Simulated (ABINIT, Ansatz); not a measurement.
# A GW chain in ABINIT: CsSnI3 (Pm-3m), part 2 of 3

Aim: the G0W0 gap of CsSnI3 (Pm-3m) on PBE, step by step.

ABINIT 10.8.3; PBE and many-body steps on it, plane waves. Known limits of the many-body steps: not at the basis limit; screening runs away on this mesh; no spin-orbit coupling; coarse k mesh.

So far. Step 2 (Ground state): The gap is direct, at (0.500, 0.500, 0.500).

## 3. Bands along the symmetry lines

Level of this step: DFT, PBE, plane waves, norm-conserving pseudopotentials (ABINIT).

Levels along a band path, at the cheap level, show where the edges lie and whether the meshes to come will hold them.

run.abi

```
acell 3*1.0 Angstrom
rprim 
  6.286228000000 0.000000000000 0.000000000000
  0.000000000000 6.286228000000 0.000000000000
  0.000000000000 0.000000000000 6.286228000000
ntypat 3
znucl 55 50 53
natom 5
typat 1 2 3 3 3
xred 
  0.500000000000 0.500000000000 0.500000000000
  0.000000000000 0.000000000000 0.000000000000
  0.500000000000 0.000000000000 0.000000000000
  0.000000000000 0.000000000000 0.500000000000
  0.000000000000 0.500000000000 0.000000000000
pp_dirpath "pseudos"
pseudos "Cs.upf, Sn.upf, I.upf"
ecut 38
iscf -2
irdden 1
kptopt 0
nkpt 50
kpt 
  0.00000000 0.00000000 0.00000000
  0.00000000 0.06250000 0.00000000
  0.00000000 0.12500000 0.00000000
  0.00000000 0.18750000 0.00000000
  0.00000000 0.25000000 0.00000000
  0.00000000 0.31250000 0.00000000
  0.00000000 0.37500000 0.00000000
  0.00000000 0.43750000 0.00000000
  0.00000000 0.50000000 0.00000000
  0.06250000 0.50000000 0.00000000
  0.12500000 0.50000000 0.00000000
  0.18750000 0.50000000 0.00000000
  0.25000000 0.50000000 0.00000000
  0.31250000 0.50000000 0.00000000
  0.37500000 0.50000000 0.00000000
  0.43750000 0.50000000 0.00000000
  0.50000000 0.50000000 0.00000000
  0.43750000 0.43750000 0.00000000
  0.37500000 0.37500000 0.00000000
  0.31250000 0.31250000 0.00000000
  0.25000000 0.25000000 0.00000000
  0.18750000 0.18750000 0.00000000
  0.12500000 0.12500000 0.00000000
  0.06250000 0.06250000 0.00000000
  0.00000000 0.00000000 0.00000000
  0.06250000 0.06250000 0.06250000
  0.12500000 0.12500000 0.12500000
  0.18750000 0.18750000 0.18750000
  0.25000000 0.25000000 0.25000000
  0.31250000 0.31250000 0.31250000
  0.37500000 0.37500000 0.37500000
  0.43750000 0.43750000 0.43750000
  0.50000000 0.50000000 0.50000000
  0.43750000 0.50000000 0.43750000
  0.37500000 0.50000000 0.37500000
  0.31250000 0.50000000 0.31250000
  0.25000000 0.50000000 0.25000000
  0.18750000 0.50000000 0.18750000
  0.12500000 0.50000000 0.12500000
  0.06250000 0.50000000 0.06250000
  0.00000000 0.50000000 0.00000000
  0.50000000 0.50000000 0.50000000
  0.50000000 0.50000000 0.43750000
  0.50000000 0.50000000 0.37500000
  0.50000000 0.50000000 0.31250000
  0.50000000 0.50000000 0.25000000
  0.50000000 0.50000000 0.18750000
  0.50000000 0.50000000 0.12500000
  0.50000000 0.50000000 0.06250000
  0.50000000 0.50000000 0.00000000
istwfk *1
nband 60
nbdbuf 2
tolwfr 1e-08
nstep 40
prtwf 0
prtvol 0
indata_prefix "in"
outdata_prefix "out"
tmpdata_prefix "tmp"
```

Run with:

```console
$ OMP_NUM_THREADS=1 mpirun -n 8 abinit run.abi > log
```

Numbers of over 12 decimals in the logs are rounded to 6 here.

What it wrote:

```text
.Version 10.8.3 of ABINIT. v10.8.2 released Aug 2026.

 Symmetries : space group Pm -3 m (#221); Bravais cP (primitive cubic)
[... echo of the input left out ...]
== DATASET  1 ==================================================================
-   mpi_nproc: 8, omp_nthreads: 1 (-1 if OMP is not activated)

--- !DatasetInfo
iteration_state: {dtset: 1, }
dimensions: {natom: 5, nkpt: 50, mband: 60, nsppol: 1, nspinor: 1, nspden: 1, mpw: 18827, }
cutoff_energies: {ecut:  38.0, pawecutdg:  -1.0, }
electrons: {nelect:   1.06000000E+02, charge:   0.00000000E+00, occopt:   1.00000000E+00, tsmear:   1.00000000E-02, }

 Real(R)+Recip(G) space primitive vectors, cartesian coordinates (Bohr,Bohr^-1):
 R(1)= 11.8792493  0.0000000  0.0000000  G(1)=  0.0841804  0.0000000  0.0000000
 R(2)=  0.0000000 11.8792493  0.0000000  G(2)=  0.0000000  0.0841804  0.0000000
 R(3)=  0.0000000  0.0000000 11.8792493  G(3)=  0.0000000  0.0000000  0.0841804
 Unit cell volume ucvol=  1.6763588E+03 bohr^3
 Angles (23,13,12)=  9.00000000E+01  9.00000000E+01  9.00000000E+01 degrees

 getcut: wavevector=  0.0000  0.0000  0.0000  ngfft=  72  72  72
         ecut(hartree)=     38.000   => boxcut(ratio)=   2.18417

--- Pseudopotential description ------------------------------------------------
- Cs Generated using ONCVPSP code by D. R. Hamann
- 55.00000   9.00000  171031                  znucl, zion, pspdat
12 -101130 3 -1 2414                          pspcod,pspxc,lmax,lloc,mmax
     nproj     2     2     2     2
  pspatm : epsatm=   22.81663564
         --- l  ekb(1:nproj) -->
             0    6.176104    0.756334
             1    6.263084    0.786397
             2    3.737592    0.906929
[...]
pspatm: atomic psp has been read  and splines computed

- Sn Generated using ONCVPSP code by D. R. Hamann
- 50.00000  22.00000  171031                  znucl, zion, pspdat
12 -101130 2 -1 1628                          pspcod,pspxc,lmax,lloc,mmax
     nproj     2     2     2     0
  pspatm : epsatm=   27.31087254
         --- l  ekb(1:nproj) -->
[...]
pspatm: atomic psp has been read  and splines computed

- I Generated using ONCVPSP code by D. R. Hamann
- 53.00000  25.00000  220131                  znucl, zion, pspdat
12 -101130 3 -1 1188                          pspcod,pspxc,lmax,lloc,mmax
     nproj     2     2     2     2
  pspatm : epsatm=   25.72445091
         --- l  ekb(1:nproj) -->
[...]
pspatm: atomic psp has been read  and splines computed

--------------------------------------------------------------------------------

================================================================================
 prteigrs : about to open file out_EIG
 Non-SCF case, kpt    1 (  0.00000  0.00000  0.00000), residuals and eigenvalues=
  2.90E-09  5.18E-09  9.62E-09  4.82E-09  2.85E-09  3.95E-09  6.66E-09  1.71E-09
[...]
4.99E-09  6.42E-09  4.71E-09  3.96E-06
[...]
Non-SCF case, kpt   49 (  0.50000  0.50000  0.06250), residuals and eigenvalues=
[...]
Non-SCF case, kpt   50 (  0.50000  0.50000  0.00000), residuals and eigenvalues=
[...]
4.1122E-02  4.1122E-02  4.3668E-02  7.1393E-02  1.0215E-01  1.6162E-01
  1.6162E-01  2.7501E-01  2.8913E-01  2.9485E-01  3.1203E-01  3.2426E-01

--- !ResultsGS
iteration_state: {dtset: 1, }
comment   : Summary of ground state results
lattice_vectors:
- [ 11.8792493,   0.0000000,   0.0000000, ]
- [  0.0000000,  11.8792493,   0.0000000, ]
- [  0.0000000,   0.0000000,  11.8792493, ]
lattice_lengths: [  11.87925,   11.87925,   11.87925, ]
lattice_angles: [ 90.000,  90.000,  90.000, ] # degrees, (23, 13, 12)
lattice_volume:   1.6763588E+03
convergence: {deltae:  0.000E+00, res2:  0.000E+00, residm:  9.997E-09, diffor:  0.000E+00, }
etotal    :  -1.18311200E+03
entropy   :   0.00000000E+00
fermie    :   1.28351261E-01
cartesian_stress_tensor: null
pressure_GPa: null
xred      :
- [  5.0000E-01,   5.0000E-01,   5.0000E-01, Cs]
- [  0.0000E+00,   0.0000E+00,   0.0000E+00, Sn]
- [  5.0000E-01,   0.0000E+00,   0.0000E+00,  I]
- [  0.0000E+00,   0.0000E+00,   5.0000E-01,  I]
- [  0.0000E+00,   5.0000E-01,   0.0000E+00,  I]
cartesian_forces: null
force_length_stats: {min: null, max: null, mean: null, }

 Integrated electronic density in atomic spheres:
 ------------------------------------------------
 Atom  Sphere_radius  Integrated_density
[...]
================================================================================

 ----iterations are completed or convergence reached----

 Mean square residual over all n,k,spin=   58.997E-10; max=  99.970E-10
 reduced coordinates (array xred) for    5 atoms
[...]
0.000000000000      0.000000000000      0.500000000000
       0.000000000000      0.500000000000      0.000000000000

 cartesian coordinates (angstrom) at end:
[...]
length scales=  1.889726125908  1.889726125908  1.889726125908 bohr
              =  1.000000000000  1.000000000000  1.000000000000 angstroms
 prteigrs : about to open file out_EIG
 Eigenvalues (hartree) for nkpt=  50  k points:
 kpt#   1, nband= 60, wtk=  1.00000, kpt=  0.0000  0.0000  0.0000 (reduced coord)
[...]
kpt#   2, nband= 60, wtk=  1.00000, kpt=  0.0000  0.0625  0.0000 (reduced coord)
[...]
kpt#   3, nband= 60, wtk=  1.00000, kpt=  0.0000  0.1250  0.0000 (reduced coord)
[...]
kpt#  49, nband= 60, wtk=  1.00000, kpt=  0.5000  0.5000  0.0625 (reduced coord)
[...]
0.28634    0.29608    0.31047    0.31444
 kpt#  50, nband= 60, wtk=  1.00000, kpt=  0.5000  0.5000  0.0000 (reduced coord)
[...]
-0.19991   -0.19991   -0.19959   -0.15021   -0.02267    0.01334    0.03828    0.03828
   0.04112    0.04112    0.04367    0.07139    0.10215    0.16162    0.16162    0.27501
   0.28913    0.29485    0.31203    0.32426

== END DATASET(S) ==============================================================
================================================================================

 -outvars: echo values of variables after computation  --------
            nband          60
             nkpt          50
          spgroup         221
 [... the other variables as echoed above ...]

 Calculation completed.
```

It took 9.9 min on 8 MPI ranks of AMD EPYC 7R43, shared host; peak memory 1.8 GiB; 79 min of CPU time.

Numbers from this step:

| Item | Value |
| --- | --- |
| gap | 0.4814 eV |
| k of the valence top | 0.5, 0.5, 0.5 |
| k of the conduction bottom | 0.5, 0.5, 0.5 |
| least direct gap | 0.4814 eV |

The gap is 0.481 eV, as in the run before at this level.

Electronic bands along the path, in eV, zero at the top of the highest filled band:

```csv
point,band 50,band 51,band 52,band 53,band 54,band 55,band 56,band 57
Γ,-2.09,-1.95,-1.95,-1.95,2.37,3.37,3.37,3.72
halfway,-2.16,-2.02,-2.02,-1.96,2.90,2.94,3.69,3.83
X,-2.23,-2.06,-2.06,-1.44,1.22,3.84,4.10,4.30
halfway,-2.21,-2.12,-1.80,-1.28,1.08,2.67,4.06,4.14
M,-2.37,-2.30,-1.55,-0.71,0.91,0.91,3.99,4.38
halfway,-2.14,-2.09,-1.90,-1.83,2.69,2.85,3.36,3.97
Γ,-2.09,-1.95,-1.95,-1.95,2.37,3.37,3.37,3.72
halfway,-2.02,-1.84,-1.84,-1.83,2.54,2.54,2.78,3.55
R,-1.54,-1.54,-1.54,0.00,0.48,0.48,0.48,3.22
halfway,-1.94,-1.85,-1.74,-1.20,0.91,2.42,2.63,3.81
X,-2.23,-2.06,-2.06,-1.44,1.22,3.84,4.10,4.30
jump to R,-1.54,-1.54,-1.54,0.00,0.48,0.48,0.48,3.22
halfway,-1.86,-1.86,-1.54,-0.61,0.71,0.71,2.42,3.66
M,-2.37,-2.30,-1.55,-0.71,0.91,0.91,3.99,4.38
```

## 4. Empty states on the mesh, 2×2×2 mesh, 302 bands

The sums over transitions need many empty states on a uniform mesh; this step solves for them.

run.abi

```
acell 3*1.0 Angstrom
rprim 
  6.286228000000 0.000000000000 0.000000000000
  0.000000000000 6.286228000000 0.000000000000
  0.000000000000 0.000000000000 6.286228000000
ntypat 3
znucl 55 50 53
natom 5
typat 1 2 3 3 3
xred 
  0.500000000000 0.500000000000 0.500000000000
  0.000000000000 0.000000000000 0.000000000000
  0.500000000000 0.000000000000 0.000000000000
  0.000000000000 0.000000000000 0.500000000000
  0.000000000000 0.500000000000 0.000000000000
pp_dirpath "pseudos"
pseudos "Cs.upf, Sn.upf, I.upf"
ecut 38
ngkpt 2 2 2
nshiftk 1
shiftk 0 0 0
kptopt 1
chksymbreak 0
iscf -2
irdden 1
istwfk *1
nband 302
nbdbuf 26
tolwfr 1e-09
nstep 60
prtvol 0
indata_prefix "in"
outdata_prefix "out"
tmpdata_prefix "tmp"
```

What it wrote:

```text
.Version 10.8.3 of ABINIT. v10.8.2 released Aug 2026.

 Symmetries : space group Pm -3 m (#221); Bravais cP (primitive cubic)
[... echo of the input left out ...]
== DATASET  1 ==================================================================
-   mpi_nproc: 8, omp_nthreads: 1 (-1 if OMP is not activated)
-    --> not optimal distribution: autoparal keyword recommended in input file <--

--- !DatasetInfo
iteration_state: {dtset: 1, }
dimensions: {natom: 5, nkpt: 4, mband: 302, nsppol: 1, nspinor: 1, nspden: 1, mpw: 18805, }
cutoff_energies: {ecut:  38.0, pawecutdg:  -1.0, }
electrons: {nelect:   1.06000000E+02, charge:   0.00000000E+00, occopt:   1.00000000E+00, tsmear:   1.00000000E-02, }

 Real(R)+Recip(G) space primitive vectors, cartesian coordinates (Bohr,Bohr^-1):
 R(1)= 11.8792493  0.0000000  0.0000000  G(1)=  0.0841804  0.0000000  0.0000000
 R(2)=  0.0000000 11.8792493  0.0000000  G(2)=  0.0000000  0.0841804  0.0000000
 R(3)=  0.0000000  0.0000000 11.8792493  G(3)=  0.0000000  0.0000000  0.0841804
 Unit cell volume ucvol=  1.6763588E+03 bohr^3
 Angles (23,13,12)=  9.00000000E+01  9.00000000E+01  9.00000000E+01 degrees

 getcut: wavevector=  0.0000  0.0000  0.0000  ngfft=  72  72  72
         ecut(hartree)=     38.000   => boxcut(ratio)=   2.18417

--- Pseudopotential description ------------------------------------------------
- Cs Generated using ONCVPSP code by D. R. Hamann
- 55.00000   9.00000  171031                  znucl, zion, pspdat
12 -101130 3 -1 2414                          pspcod,pspxc,lmax,lloc,mmax
     nproj     2     2     2     2
  pspatm : epsatm=   22.81663564
         --- l  ekb(1:nproj) -->
             0    6.176104    0.756334
             1    6.263084    0.786397
             2    3.737592    0.906929
[...]
pspatm: atomic psp has been read  and splines computed

- Sn Generated using ONCVPSP code by D. R. Hamann
- 50.00000  22.00000  171031                  znucl, zion, pspdat
12 -101130 2 -1 1628                          pspcod,pspxc,lmax,lloc,mmax
     nproj     2     2     2     0
  pspatm : epsatm=   27.31087254
         --- l  ekb(1:nproj) -->
[...]
pspatm: atomic psp has been read  and splines computed

- I Generated using ONCVPSP code by D. R. Hamann
- 53.00000  25.00000  220131                  znucl, zion, pspdat
12 -101130 3 -1 1188                          pspcod,pspxc,lmax,lloc,mmax
     nproj     2     2     2     2
  pspatm : epsatm=   25.72445091
         --- l  ekb(1:nproj) -->
[...]
pspatm: atomic psp has been read  and splines computed

--------------------------------------------------------------------------------

================================================================================
 prteigrs : about to open file out_EIG
 Non-SCF case, kpt    1 (  0.00000  0.00000  0.00000), residuals and eigenvalues=
  5.35E-10  7.72E-10  7.23E-10  5.48E-10  5.91E-10  4.19E-10  4.31E-10  3.03E-10
  3.65E-10  7.05E-10  3.84E-10  5.73E-10  4.06E-10  2.41E-10  4.06E-10  5.23E-10
  4.54E-10  3.45E-10  4.36E-10  3.62E-10  3.32E-10  4.60E-10  3.05E-10  3.38E-10
[...]
1.26E-05  1.07E-05  5.30E-06  1.89E-05  6.84E-05  1.33E-04
 -6.3230E+00 -6.3230E+00 -6.3230E+00 -4.6541E+00 -4.3727E+00 -4.3727E+00
 -4.3727E+00 -4.3688E+00 -4.3688E+00 -4.3688E+00 -4.3688E+00 -4.3688E+00
[...]
1.9170E+00  1.9217E+00  1.9312E+00  1.9324E+00  1.9325E+00  1.9327E+00
  1.9331E+00  1.9346E+00
 prteigrs : prtvol=0 or 1, do not print more k-points.

--- !ResultsGS
iteration_state: {dtset: 1, }
comment   : Summary of ground state results
lattice_vectors:
- [ 11.8792493,   0.0000000,   0.0000000, ]
- [  0.0000000,  11.8792493,   0.0000000, ]
- [  0.0000000,   0.0000000,  11.8792493, ]
lattice_lengths: [  11.87925,   11.87925,   11.87925, ]
lattice_angles: [ 90.000,  90.000,  90.000, ] # degrees, (23, 13, 12)
lattice_volume:   1.6763588E+03
convergence: {deltae:  0.000E+00, res2:  0.000E+00, residm:  9.995E-10, diffor:  0.000E+00, }
etotal    :  -1.18311200E+03
entropy   :   0.00000000E+00
fermie    :   1.28351261E-01
cartesian_stress_tensor: null
pressure_GPa: null
xred      :
- [  5.0000E-01,   5.0000E-01,   5.0000E-01, Cs]
- [  0.0000E+00,   0.0000E+00,   0.0000E+00, Sn]
- [  5.0000E-01,   0.0000E+00,   0.0000E+00,  I]
- [  0.0000E+00,   0.0000E+00,   5.0000E-01,  I]
- [  0.0000E+00,   5.0000E-01,   0.0000E+00,  I]
cartesian_forces: null
force_length_stats: {min: null, max: null, mean: null, }

 Integrated electronic density in atomic spheres:
 ------------------------------------------------
 Atom  Sphere_radius  Integrated_density
[...]
================================================================================

 ----iterations are completed or convergence reached----

 Mean square residual over all n,k,spin=   45.972E-11; max=  99.950E-11
 reduced coordinates (array xred) for    5 atoms
[...]
0.000000000000      0.000000000000      0.500000000000
       0.000000000000      0.500000000000      0.000000000000

 cartesian coordinates (angstrom) at end:
    1      3.143114     3.143114     3.143114
    2      0.000000     0.000000     0.000000
    3      3.143114     0.000000     0.000000
    4      0.000000     0.000000     3.143114
    5      0.000000     3.143114     0.000000
 length scales=  1.889726125908  1.889726125908  1.889726125908 bohr
              =  1.000000000000  1.000000000000  1.000000000000 angstroms
 prteigrs : about to open file out_EIG
 Eigenvalues (hartree) for nkpt=   4  k points:
 kpt#   1, nband=302, wtk=  0.12500, kpt=  0.0000  0.0000  0.0000 (reduced coord)
[...]
1.85817    1.87701    1.87701    1.87701    1.90465    1.90465    1.90465    1.90769
   1.90769    1.90972    1.90972    1.90973    1.91696    1.91696    1.91697    1.92167
   1.93123    1.93244    1.93250    1.93269    1.93306    1.93464
 prteigrs : prtvol=0 or 1, do not print more k-points.

== END DATASET(S) ==============================================================
================================================================================

 -outvars: echo values of variables after computation  --------
            nband         302
             nkpt           4
          spgroup         221
 [... the other variables as echoed above ...]

 Calculation completed.
```

Elapsed: 13 min, on 8 MPI ranks; peak memory 1.3 GiB.

This step gave:

```
gap                                                           : 0.4814 eV
k of the valence top                                          : 0.5, 0.5, 0.5
k of the conduction bottom                                    : 0.5, 0.5, 0.5
least direct gap                                              : 0.4814 eV
k points computed                                             : 4
lowest point of the top converged band, above the valence top : 46.66 eV
```

On this mesh the gap is 0.481 eV.

## 5. Screening, 2×2×2 mesh, 276 bands, screening to 119.7 eV

The RPA dielectric matrix is built and inverted for each q.

This step: RPA screening on PBE, plane waves, norm-conserving pseudopotentials.

Edit run.abi of step 4 so:

```diff
@@ -23,10 +23,11 @@
 chksymbreak 0
-iscf -2
-irdden 1
 istwfk *1
-nband 302
-nbdbuf 26
-tolwfr 1e-09
-nstep 60
-prtvol 0
+occopt 1
+irdwfk 1
+optdriver 3
+nband 276
+ecuteps 4.4
+inclvkb 2
+awtr 1
+symchi 1
 indata_prefix "in"
```

What it wrote:

```text
.Version 10.8.3 of ABINIT. v10.8.2 released Aug 2026.

 Symmetries : space group Pm -3 m (#221); Bravais cP (primitive cubic)
[... echo of the input left out ...]
== DATASET  1 ==================================================================
-   mpi_nproc: 8, omp_nthreads: 1 (-1 if OMP is not activated)

--- !DatasetInfo
iteration_state: {dtset: 1, }
dimensions: {natom: 5, nkpt: 4, mband: 276, nsppol: 1, nspinor: 1, nspden: 1, mpw: 18805, }
cutoff_energies: {ecut:  38.0, pawecutdg:  -1.0, }
electrons: {nelect:   1.06000000E+02, charge:   0.00000000E+00, occopt:   1.00000000E+00, tsmear:   1.00000000E-02, }

 SCREENING: Calculation of the susceptibility and dielectric matrices

 Based on a program developped by R.W. Godby, V. Olevano, G. Onida, and L. Reining.
 Incorporated in ABINIT by V. Olevano, G.-M. Rignanese, and M. Torrent.
.Using double precision arithmetic ; gwpc =  8

[... cell and pseudopotentials left out ...]
--------------------------------------------------------------------------------

 ==== K-mesh for the wavefunctions ====
 Number of points in the irreducible wedge :     4
[... list of points left out ...]
 Together with 48 symmetry operations and time-reversal symmetry
 yields     8 points in the full Brillouin Zone.

 ==== Q-mesh for the screening function ====
 Number of points in the irreducible wedge :     4
[... list of points left out ...]
 Together with 48 symmetry operations and time-reversal symmetry
 yields     8 points in the full Brillouin Zone.

 setmesh: FFT mesh size selected  =    45x   45x   45
          total number of points  =        91125

 vcoul_init : cutoff-mode = AUXILIARY_FUNCTION
 q-points for optical limit:   1
     1)      0.000010    0.000020    0.000030

- screening: taking advantage of time-reversal symmetry
- Maximum band index for partially occupied states nbvw = 53
- Remaining bands to be divided among processors   nbcw = 223
- Number of bands treated by each node ~27

 Number of electrons calculated from density =  106.0000; Expected =  106.0000
 average of density, n =  0.063232
 r_s =    1.5571
 omega_plasma =   24.2563 [eV]

 calculating chi0 at frequencies [eV] :
  1    0.000000E+00    0.000000E+00
  2    0.000000E+00    2.425633E+01

--------------------------------------------------------------------------------
  q-point number  1        q = ( 0.000000, 0.000000, 0.000000) [r.l.u.]
--------------------------------------------------------------------------------
[... chi0 elements left out ...]
 For q-point:  0.000010 0.000020 0.000030
  dielectric constant = 108.2242
  dielectric constant without local fields = 133.7232

  Average fulfillment of the sum rule on Im[epsilon] for q-point    1 :     57.18  [%]
[... wings left out ...]
  q-point number  2        q = ( 0.500000, 0.000000, 0.000000) [r.l.u.]
--------------------------------------------------------------------------------
[... chi0 elements left out ...]
  Average fulfillment of the sum rule on Im[epsilon] for q-point    2 :     61.69  [%]

 [... 2 further q-points ...]
```

It took 6.4 min on 8 MPI ranks; peak memory 7 GiB.

This step gave:

- ε∞ with local fields, on this mesh, along the program's q direction: 108.2
- the same without local fields: 133.7
- plasma frequency: 24.26 eV
- plane waves in the screening matrix: 739

Local fields lower ε∞ by 19 %. The value itself is an artefact of the mesh, where one narrow direct gap carries too much weight.

(Continued in part 3 of 3.)

[Paths, hosts, dates, memory and timing lines, banners, echoed tables and standing remarks are left out of the program output.]

[Logs are printed without paths, hosts, clocks, repeated set-up lines and the standing remarks that a program may print on its own settings, such as how far it seeks lower states.]

[Runs of the session that timed out or met a known fault of the program may be left out.]

[Hosts, paths, dates, database ids (printed as entryN), source tags and the programs' standing remarks are cut or masked in the printed files.]

[G0W0 gaps are taken among the corrected bands and points alone; a level outside them can change the order at an edge.]

[Where Ansatz stands beside ABINIT at settings called matched, ABINIT's density can come from a denser mesh and the files from another edition; pairs whose starting gaps differed by over 0.03 eV were left out, so agreement reads better than it is.]
